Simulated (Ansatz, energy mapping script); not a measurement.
# TiClO monolayer: J from the energies of magnetic orders (strain along x -3 %)

How strongly do the moments of TiClO monolayer couple under PBEsol+U (2.1 eV)? The plan is to run several orders and fit a Heisenberg model.

Method: PBEsol with U = 2.1 eV on Ti d, ortho-atomic projectors; plane waves, U on orthogonalised atomic orbitals unless named otherwise, collinear spin, no spin–orbit coupling, in Ansatz 0.2.0.

**1. Set-up**

The cell holds 6 atoms: 2 Ti, 2 Cl and 2 O. Its edges and angles: a = 3.279 Å, b = 3.790 Å, c = 20.139 Å, α = 90.0°, β = 90.0°, γ = 90.0°. It derives from TiClO. one layer cut from the bulk crystal, unrelaxed, 15 A of vacuum. Vacuum lies along c.

This cell differs from the given one by: strain along x -3 %. Atoms follow the cell and are not relaxed.

The U corrects the self-interaction that lets semilocal functionals spread d and f electrons too far. Its value here is typed, not computed.

**2. A run to fix the orbital filling**

A corrected shell can settle in several orbital fillings. One parallel run, with an occupation width a fifth wider than the orders use, therefore is to supply the occupation matrices. All orders start from them.

File input.yaml:

```yaml
crystal:
  lattice:
    - [3.2786, 0.0, 0.0]
    - [0.0, 3.79, 0.0]
    - [0.0, 0.0, 20.1392]
  atoms:
    - { symbol: Ti, position: [0.0, 0.5, 0.548644], spin: 1.0 }
    - { symbol: Ti, position: [0.5, 0.0, 0.451356], spin: 1.0 }
    - { symbol: Cl, position: [0.5, 0.5, 0.627592] }
    - { symbol: O, position: [0.5, 0.5, 0.474083] }
    - { symbol: O, position: [0.0, 0.0, 0.525917] }
    - { symbol: Cl, position: [0.0, 0.0, 0.372408] }
magnetization:
  spin_polarized: true
kpoints:
  mp_grid: { grid: [8, 7, 1] }
hamiltonian:
  xc: pbesol
  hubbard:
    sites: [{ species: Ti, l: d, u_eff: 2.1 }]
    projectors: ortho-atomic
scf:
  occupations: { method: fermi_dirac, width: 0.048 }
output:
  eigenvalues: true
```

The run is started by

```console
> ansatz run input.yaml --threads 4 --pin off --max-ram 8192MiB --backend cpu --events-out ev --progress --plain --runs-dir out
```

Numbers of over 12 decimals in the logs are rounded to 6 here.

Log:

```text
Engine: ansatz 0.2.0, aarch64-unknown-linux-gnu
Pseudopotentials: kind: paw
Pseudopotential: Ti, paw, valence charge 12, recommended cutoff 420 eV (normal), Ti.paw.azcp
Pseudopotential: Cl, paw, valence charge 7, recommended cutoff 420 eV (normal), Cl.paw.azcp
Pseudopotential: O, paw, valence charge 6, recommended cutoff 420 eV (normal), O.paw.azcp
Functional definition: PBEsol
  exchange = pbesol_x
  correlation = pbesol_c
Crystal: 6 atoms, lattice volume = 250.248 Å³
Basis set: ecut = 420 eV, 4929 PW (Γ)
Bands: 32, of which v1, the nominal top of the filled ones, is band 25 counted from 1 (24 counted from 0)
Symmetry: 8 space group operations
Space group: Pmmn (ITA 59), of the structure as read, at distance tolerance 6.3e-5 Å
Magnetic group: BNS 59.405 (UNI 503), of the structure as read, at distance tolerance 6.3e-5 Å
k-points: 20 of 56
Non-local potential: Ti, projectors of the file, l = 0: 3, l = 1: 2, l = 2: 3, l = 3: 1
Non-local potential: Cl, projectors of the file, l = 0: 2, l = 1: 2, l = 2: 2
Non-local potential: O, projectors of the file, l = 0: 2, l = 1: 2, l = 2: 1
PAW form: soft (Blöchl's): semilocal exchange-correlation on the pseudo side does not see the compensation charge
PAW frozen core: Ti, regenerated for the run's functional, and the local potential with it (the file was generated under x = pbe(κ = 0.804, μ = 0.219515), c = pbe(β = 0.066725))
PAW frozen core: Cl, regenerated for the run's functional, and the local potential with it (the file was generated under x = pbe(κ = 0.804, μ = 0.219515), c = pbe(β = 0.066725))
PAW frozen core: O, regenerated for the run's functional, and the local potential with it (the file was generated under x = pbe(κ = 0.804, μ = 0.219515), c = pbe(β = 0.066725))
PAW one-centre angular grid: Ti, 590 points (default); XC on 64 Gauss nodes
PAW one-centre angular grid: Cl, 110 points (default); XC on 64 Gauss nodes
PAW one-centre angular grid: O, 110 points (default); XC on 64 Gauss nodes
Initial density: superposition of atomic densities (neutral atoms: chi_scale 0, normalization atom)
Starting moments: Σ|m| = 2 μB on 2 of 6 sites
Initial wavefunctions: pseudopotential atomic-orbital guess
Functional: x = pbesol(κ = 0.804, μ = 0.123457), c = pbesol(β = 0.046)
SCF iter   1: F=—  HF=-8200.309059 eV  |F-HF|=—  |Δ(HF+E_count)|=         —  Δρ=4.14e-2 (↑4.14e-2 ↓3.70e-2)  dr2=1.72e1  dr2_m=1.75e-1  M=1.873 μB ∫|m|=1.936 μB  β_m=0.30  ethr=3.10e-3  ⟨swp⟩=8.6  Hψ=6303  notcnv=0
preconditioner: auto → none  [metal: Δε(μ)=0.037 eV  Ē_g=9.672 eV  σ=0.048 eV  W_gap=0.19  n_scr=40 (ndim 8)  ℏωp=12.9 eV  f_vac=0.602  D(μ)=3.24/eV (n_scr^D=8)  sad-step TF]
[...]
SCF 1 converged in 22 iterations: F = -8196.681620 eV  dr2 = 6.44e-10
[...]
Symmetry: 4 space group operations
k-points: 29 of 56
[...]
Starting moments: Σ|m| = 2 μB on 2 of 6 sites; this step starts from the density that it was given
[...]
spin=Collinear: Resta preconditioning applied to the charge; magnetization (m = ρ↑ − ρ↓) channel mixes plain (no charge-response kernel on spin).
[...]
an SCF along what the orbitals of the run's state read of its open shells (or to have them read: on a GPU, or by another smearing), with 4 of the crystal's symmetry operations given up (29 k-points in place of 20), reached no lower state that the run goes on to. This is no proof of a minimum
[...]
spin=Collinear: Resta preconditioning applied to the charge; magnetization (m = ρ↑ − ρ↓) channel mixes plain (no charge-response kernel on spin).
[...]
an SCF along what the orbitals of the run's state read of its open shells (or to have them read: on a GPU, or by another smearing), with 4 of the crystal's symmetry operations given up, reached no lower state that the run goes on to. This is no proof of a minimum
SCF converged after 22 iterations
Magnetization: 2.0000 μB (26.0000 up, 24.0000 down)
Absolute magnetization: 2.1296 μB (∫|ρ↑−ρ↓|, with the PAW one-centre terms)
Spin contamination: 0.0059 ħ² per cell (⟨S²⟩ above its minimum at these occupations)
Per-site moments (μB) at R_I (Å): [(0.668187, 0.804165), (0.668187, 0.804165), (0.00744122, 0.942022), (-0.013996, 0.804165), (-0.013996, 0.804165), (0.00744122, 0.942022)]
Free energy (F): -8196.681620 eV
Harris-Foulkes:  -8196.681620 eV  (|F-HF|=1.78e-10)
Internal energy: -8196.681587 eV  (E = F + TS)
E sigma→0 (E₀):  -8196.681604 eV
Entropy (-TS):   -0.000033 eV (-0.005 meV/atom)
Fermi energy:    0.602359 eV
--- Per-component energies (eV) ---
  E_band       = -888.662246
  E_kinetic    = 1222.339884
  E_local      = -35369.338744  (includes V_loc(G=0)·N_el)
  E_nonlocal   = 172.672594
  E_hartree    = 17083.594588
  E_xc         = -553.403479
  E_vxc        = -675.812354  (∫ρ·V_xc dr)
  E_hubbard    = 2.603850  (on-site DFT+U / exact-exchange correction)
  E_vhub       = -0.010211  (the Hubbard potential's part of the band-sum identity)
  E_paw        = -3633.218701  (= ΣΔE_a)
  E_vpaw       = -405.708722  (= ΣTr[D̂ρ^β])
  E_aug_tail   = 0.005449  (compensation charges beyond the density's cutoff)
  E_ewald      = 12877.556762
  E_core_change = 0.506209  (= ΣΔE_core)
  E_smearing   = -0.000033  (= −TS)
  E_closure    = 0.000000  (closes the sum)
  Σ components = -8196.681620   (vs F -8196.681620, Δ=0.00e0)
--- Band table (eV; the first three rows and the last of 40) ---
  k-point 0 ↑: bands = [... 21 lower, -3.6107, -3.3781, -2.7995, -1.0266, -0.8353, 0.9594, 1.7821, 2.4675, ... 3 higher]
  k-point 1 ↑: bands = [... 21 lower, -3.6294, -3.3133, -3.0017, -0.9683, -0.8627, 1.2731, 1.8671, 2.1202, ... 3 higher]
  k-point 2 ↑: bands = [... 21 lower, -3.6391, -3.3430, -3.1369, -0.9609, -0.9365, 1.8687, 1.9493, 1.9616, ... 3 higher]
  k-point 19 ↓: bands = [... 21 lower, -4.2757, -3.6215, -3.6215, 1.9860, 1.9860, 2.7406, 2.7406, 3.8142, ... 3 higher]
Occupation matrices written to <dir>
```

Elapsed: 62 s, on 4 threads of Arm Neoverse V1, shared host; peak memory 1.4 GiB; 4 min of CPU time.

Numbers from this step:

```
final state                       : ferromagnetic
electrons in the corrected shells : 2.485, 2.485 e
largest moment                    : 0.668 μB
```

**3. Order 1: parallel, cell A of 6 atoms**

Each cell gets its own parallel run on the same mesh, so that most of the mesh error cancels in the differences.

input.yaml, the sections that differ from step 2:

```yaml
hamiltonian:
  xc: pbesol
  hubbard:
    sites:
      - { species: Ti, l: d, u_eff: 2.1 }
      - { site: 0, l: d, u_eff: 2.1, starting_ns: [{ spin: up, occupation_matrix: ti1_major }, { spin: down, occupation_matrix: ti1_minor }] }
      - { site: 1, l: d, u_eff: 2.1, starting_ns: [{ spin: up, occupation_matrix: ti2_major }, { spin: down, occupation_matrix: ti2_minor }] }
    projectors: ortho-atomic
    occupation_matrices:
      ti1_major:
        matrix:
          - [0.812, 0.0, 0.0, -0.302, 0.0]
          - [0.0, 0.225, 0.0, 0.0, 0.0]
          - [0.0, 0.0, 0.143, 0.0, 0.0]
          - [-0.302, 0.0, 0.0, 0.43, 0.0]
          - [0.0, 0.0, 0.0, 0.0, 0.127]
      ti1_minor:
        matrix:
          - [0.105, 0.0, 0.0, 0.065, 0.0]
          - [0.0, 0.206, 0.0, 0.0, 0.0]
          - [0.0, 0.0, 0.122, 0.0, 0.0]
          - [0.065, 0.0, 0.0, 0.201, 0.0]
          - [0.0, 0.0, 0.0, 0.0, 0.114]
      ti2_major:
        matrix:
          - [0.812, 0.0, 0.0, -0.302, 0.0]
          - [0.0, 0.225, 0.0, 0.0, 0.0]
          - [0.0, 0.0, 0.143, 0.0, 0.0]
          - [-0.302, 0.0, 0.0, 0.43, 0.0]
          - [0.0, 0.0, 0.0, 0.0, 0.127]
      ti2_minor:
        matrix:
          - [0.105, 0.0, 0.0, 0.065, 0.0]
          - [0.0, 0.206, 0.0, 0.0, 0.0]
          - [0.0, 0.0, 0.122, 0.0, 0.0]
          - [0.065, 0.0, 0.0, 0.201, 0.0]
          - [0.0, 0.0, 0.0, 0.0, 0.114]
scf:
  occupations: { method: fermi_dirac, width: 0.04 }
# crystal, magnetization, kpoints, output: as in step 2
```

Log:

```text
[...]
Crystal: 6 atoms, lattice volume = 250.248 Å³
Basis set: ecut = 420 eV, 4929 PW (Γ)
Bands: 32, of which v1, the nominal top of the filled ones, is band 25 counted from 1 (24 counted from 0)
Symmetry: 8 space group operations
[...]
k-points: 20 of 56
[...]
Starting moments: Σ|m| = 2 μB on 2 of 6 sites
[...]
SCF iter   1: F=—  HF=-8200.629285 eV  |F-HF|=—  |Δ(HF+E_count)|=         —  Δρ=4.48e-2 (↑4.48e-2 ↓3.67e-2)  dr2=1.63e1  dr2_m=4.15e-1  M=2.000 μB ∫|m|=2.077 μB  β_m=0.30  ethr=3.10e-3  ⟨swp⟩=8.6  Hψ=6339  notcnv=0
[...]
SCF iter  13: F=-8196.681617 eV  HF=-8196.681617 eV  |F-HF|=4.40e-9  |Δ(HF+E_count)|=   3.58e-8  Δρ=1.51e-6 (↑1.51e-6 ↓1.22e-6)  dr2=6.69e-9  dr2_m=3.46e-9  M=2.000 μB ∫|m|=2.145 μB  ethr=2.00e-10  ⟨swp⟩=6.8  Hψ=5067  notcnv=0
SCF 1 converged in 13 iterations: F = -8196.681617 eV  dr2 = 6.69e-9
[...]
SCF converged after 13 iterations
Magnetization: 2.0000 μB (26.0000 up, 24.0000 down)
Absolute magnetization: 2.1297 μB (∫|ρ↑−ρ↓|, with the PAW one-centre terms)
[...]
Per-site moments (μB) at R_I (Å): [(0.668194, 0.804165), (0.668194, 0.804165), (0.00743689, 0.942022), (-0.014009, 0.804165), (-0.014009, 0.804165), (0.00743689, 0.942022)]
Free energy (F): -8196.681617 eV
[...]
Internal energy: -8196.681611 eV  (E = F + TS)
E sigma→0 (E₀):  -8196.681614 eV
Entropy (-TS):   -0.000006 eV (-0.001 meV/atom)
Fermi energy:    0.595986 eV
[...]
--- Specified on-site occupations, and those of the state reported ---
  electrons in the specified blocks: 4.9700 specified, 4.9695 found
  site 1 (l=d) ↓: largest change of an orbital's occupation 0.0006; electrons 0.7480 specified, 0.7476 found; spectral distance 0.0006
[...]
site 0 (l=d) ↑: largest change of an orbital's occupation 0.0006; electrons 1.7370 specified, 1.7371 found; spectral distance 0.0007
[...]
--- Band table (eV; the first three rows and the last of 40) ---
  k-point 0 ↑: bands = [... 21 lower, -3.6108, -3.3781, -2.7995, -1.0267, -0.8354, 0.9594, 1.7821, 2.4674, ... 3 higher]
  k-point 1 ↑: bands = [... 21 lower, -3.6294, -3.3134, -3.0017, -0.9684, -0.8628, 1.2731, 1.8671, 2.1201, ... 3 higher]
  k-point 2 ↑: bands = [... 21 lower, -3.6391, -3.3430, -3.1369, -0.9609, -0.9366, 1.8687, 1.9492, 1.9615, ... 3 higher]
  k-point 19 ↓: bands = [... 21 lower, -4.2757, -3.6216, -3.6216, 1.9859, 1.9859, 2.7405, 2.7405, 3.8142, ... 3 higher]
Occupation matrices written to <dir>
```

Run time: 7.6 s. Hardware: 4 threads; peak memory 0.8 GiB.

Spin moment in the sphere by atom:

| atom | spin moment in the sphere (μB) |
| --- | --- |
| Ti1 | 0.668 |
| Ti2 | 0.668 |
| Cl3 | 0.007 |
| O4 | -0.014 |
| O5 | -0.014 |
| Cl6 | 0.007 |

The run ends ferromagnetic.

**4. Run 2 (compensated +−; cell A, 6 atoms)**

This order reverses 4 of the 4 neighbours at 3.18 Å, 0 of the 2 neighbours at 3.28 Å and 0 of the 2 neighbours at 3.79 Å, counted for an average magnetic atom.

input.yaml: that of step 3 with these lines changed.

```diff
@@ -7,3 +7,3 @@
     - { symbol: Ti, position: [0.0, 0.5, 0.548644], spin: 1.0 }
-    - { symbol: Ti, position: [0.5, 0.0, 0.451356], spin: 1.0 }
+    - { symbol: Ti, position: [0.5, 0.0, 0.451356], spin: -1.0 }
     - { symbol: Cl, position: [0.5, 0.5, 0.627592] }
@@ -22,3 +22,3 @@
       - { site: 0, l: d, u_eff: 2.1, starting_ns: [{ spin: up, occupation_matrix: ti1_major }, { spin: down, occupation_matrix: ti1_minor }] }
-      - { site: 1, l: d, u_eff: 2.1, starting_ns: [{ spin: up, occupation_matrix: ti2_major }, { spin: down, occupation_matrix: ti2_minor }] }
+      - { site: 1, l: d, u_eff: 2.1, starting_ns: [{ spin: up, occupation_matrix: ti2_minor }, { spin: down, occupation_matrix: ti2_major }] }
     projectors: ortho-atomic
```

Log:

```text
[...]
Crystal: 6 atoms, lattice volume = 250.248 Å³
Basis set: ecut = 420 eV, 4929 PW (Γ)
Bands: 32, of which v1, the nominal top of the filled ones, is band 25 counted from 1 (24 counted from 0)
Symmetry: 4 space group operations
[...]
k-points: 20 of 56
[...]
Starting moments: Σ|m| = 2 μB on 2 of 6 sites
Starting magnetic order: antiferromagnet; an inversion exchanges its spin sublattices: spin-degenerate at every k-point
[...]
SCF iter   1: F=—  HF=-8200.646673 eV  |F-HF|=—  |Δ(HF+E_count)|=         —  Δρ=4.11e-2 (↑4.11e-2 ↓4.11e-2)  dr2=1.64e1  dr2_m=4.19e-1  M=-0.000 μB ∫|m|=2.026 μB  β_m=0.30  ethr=3.10e-3  ⟨swp⟩=8.2  Hψ=6390  notcnv=0
[...]
SCF iter  13: F=-8196.681648 eV  HF=-8196.681648 eV  |F-HF|=8.55e-9  |Δ(HF+E_count)|=  2.62e-10  Δρ=9.07e-7 (↑9.07e-7 ↓8.54e-7)  dr2=5.29e-9  dr2_m=1.03e-9  M=-0.000 μB ∫|m|=2.141 μB  ethr=2.00e-10  ⟨swp⟩=11.2  Hψ=4793  notcnv=0
SCF 1 converged in 13 iterations: F = -8196.681648 eV  dr2 = 5.29e-9
[...]
SCF converged after 13 iterations
Magnetization: -0.0000 μB (25.0000 up, 25.0000 down)
Absolute magnetization: 2.1213 μB (∫|ρ↑−ρ↓|, with the PAW one-centre terms)
[...]
Per-site moments (μB) at R_I (Å): [(0.660679, 0.804165), (-0.660679, 0.804165), (0.00798248, 0.942022), (0.034458, 0.804165), (-0.034458, 0.804165), (-0.00798262, 0.942022)]
Free energy (F): -8196.681648 eV
[...]
Internal energy: -8196.681647 eV  (E = F + TS)
E sigma→0 (E₀):  -8196.681647 eV
Entropy (-TS):   -0.000001 eV (-0.000 meV/atom)
Fermi energy:    0.665772 eV
[...]
--- Specified on-site occupations, and those of the state reported ---
  electrons in the specified blocks: 4.9700 specified, 4.9667 found
[...]
--- Band table (eV; the first three rows and the last of 40) ---
  k-point 0 ↑: bands = [... 21 lower, -3.5745, -3.3702, -2.7970, -0.9409, 1.1450, 2.0997, 2.1566, 2.5615, ... 3 higher]
  k-point 1 ↑: bands = [... 21 lower, -3.6093, -3.2743, -2.9884, -0.9213, 1.4346, 2.1005, 2.1535, 2.2499, ... 3 higher]
  k-point 2 ↑: bands = [... 21 lower, -3.6213, -3.3142, -3.0982, -0.9499, 1.8749, 1.9679, 2.1139, 2.4789, ... 3 higher]
  k-point 19 ↓: bands = [... 21 lower, -4.2780, -3.6548, -3.6059, 0.1615, 1.5109, 1.9244, 2.2503, 2.7332, ... 3 higher]
Occupation matrices written to <dir>
```

It took 11 s on 4 threads; peak memory 0.69 GiB; 43 s of CPU time.

Spin moment in the sphere by atom:

| atom | spin moment in the sphere (μB) |
| --- | --- |
| Ti1 | 0.661 |
| Ti2 | -0.661 |
| Cl3 | 0.008 |
| O4 | 0.034 |
| O5 | -0.034 |
| Cl6 | -0.008 |

The run ends antiferromagnetic, 0.02 meV a magnetic atom below the parallel order of its cell.

**5. Parallel start in cell B (12 atoms)**

A new cell needs its own zero of energy.

input.yaml: that of step 4 with these lines changed.

```diff
@@ -2,3 +2,3 @@
   lattice:
-    - [3.2786, 0.0, 0.0]
+    - [6.5572, 0.0, 0.0]
     - [0.0, 3.79, 0.0]
@@ -7,7 +7,13 @@
     - { symbol: Ti, position: [0.0, 0.5, 0.548644], spin: 1.0 }
-    - { symbol: Ti, position: [0.5, 0.0, 0.451356], spin: -1.0 }
-    - { symbol: Cl, position: [0.5, 0.5, 0.627592] }
-    - { symbol: O, position: [0.5, 0.5, 0.474083] }
+    - { symbol: Ti, position: [0.5, 0.5, 0.548644], spin: 1.0 }
+    - { symbol: Ti, position: [0.25, 0.0, 0.451356], spin: 1.0 }
+    - { symbol: Ti, position: [0.75, 0.0, 0.451356], spin: 1.0 }
+    - { symbol: Cl, position: [0.25, 0.5, 0.627592] }
+    - { symbol: Cl, position: [0.75, 0.5, 0.627592] }
+    - { symbol: O, position: [0.25, 0.5, 0.474083] }
+    - { symbol: O, position: [0.75, 0.5, 0.474083] }
     - { symbol: O, position: [0.0, 0.0, 0.525917] }
+    - { symbol: O, position: [0.5, 0.0, 0.525917] }
     - { symbol: Cl, position: [0.0, 0.0, 0.372408] }
+    - { symbol: Cl, position: [0.5, 0.0, 0.372408] }
 magnetization:
@@ -15,3 +21,3 @@
 kpoints:
-  mp_grid: { grid: [8, 7, 1] }
+  mp_grid: { grid: [4, 7, 1] }
 hamiltonian:
@@ -22,3 +28,5 @@
       - { site: 0, l: d, u_eff: 2.1, starting_ns: [{ spin: up, occupation_matrix: ti1_major }, { spin: down, occupation_matrix: ti1_minor }] }
-      - { site: 1, l: d, u_eff: 2.1, starting_ns: [{ spin: up, occupation_matrix: ti2_minor }, { spin: down, occupation_matrix: ti2_major }] }
+      - { site: 1, l: d, u_eff: 2.1, starting_ns: [{ spin: up, occupation_matrix: ti1_major }, { spin: down, occupation_matrix: ti1_minor }] }
+      - { site: 2, l: d, u_eff: 2.1, starting_ns: [{ spin: up, occupation_matrix: ti2_major }, { spin: down, occupation_matrix: ti2_minor }] }
+      - { site: 3, l: d, u_eff: 2.1, starting_ns: [{ spin: up, occupation_matrix: ti2_major }, { spin: down, occupation_matrix: ti2_minor }] }
     projectors: ortho-atomic
```

Log:

```text
[...]
Crystal: 12 atoms, lattice volume = 500.495 Å³
Basis set: ecut = 420 eV, 9779 PW (Γ)
Bands: 64, of which v1, the nominal top of the filled ones, is band 50 counted from 1 (49 counted from 0)
Symmetry: 16 space group operations
[...]
k-points: 12 of 28
[...]
Starting moments: Σ|m| = 4 μB on 4 of 12 sites
[...]
k-point 1 ↑: bands = [... 46 lower, -3.2506, -3.0017, -0.9684, -0.8628, 0.1671, 0.1671, 1.2731, 1.2731, ... 10 higher]
  k-point 2 ↑: bands = [... 46 lower, -3.3430, -3.1369, -0.9609, -0.9366, 0.1751, 0.1751, 1.3343, 1.3343, ... 10 higher]
  k-point 11 ↓: bands = [... 46 lower, -3.4795, -3.4795, 2.2322, 2.2322, 2.3067, 2.3067, 2.6773, 2.6773, ... 10 higher]
Occupation matrices written to <dir>
[key lines of the parts left out:]
SCF converged after 13 iterations
Magnetization: 4.0000 μB (52.0000 up, 48.0000 down)
Free energy (F): -16393.363238 eV
Fermi energy:    0.595998 eV
```

Elapsed: 19 s, on 4 threads; peak memory 1.6 GiB.

The run ends ferromagnetic. For each magnetic atom its energy differs from the parallel run of the first cell by 0.00 meV, an error that one common reference would have brought in.

(Continued in part 2 of 2.)

[Logs and program files are shortened in this print: banners, set-up blocks, solver, clock and traceback lines can be left out without a mark of their own.]

[Logs are printed without paths, hosts, clocks, repeated set-up lines and the standing remarks that a program may print on its own settings, such as how far it seeks lower states.]

[Hosts, paths, dates, database ids (printed as entryN), source tags and the programs' standing remarks are cut or masked in the printed files.]

[Where a cell is said to come from a database of computed structures, the database is the Materials Project.]
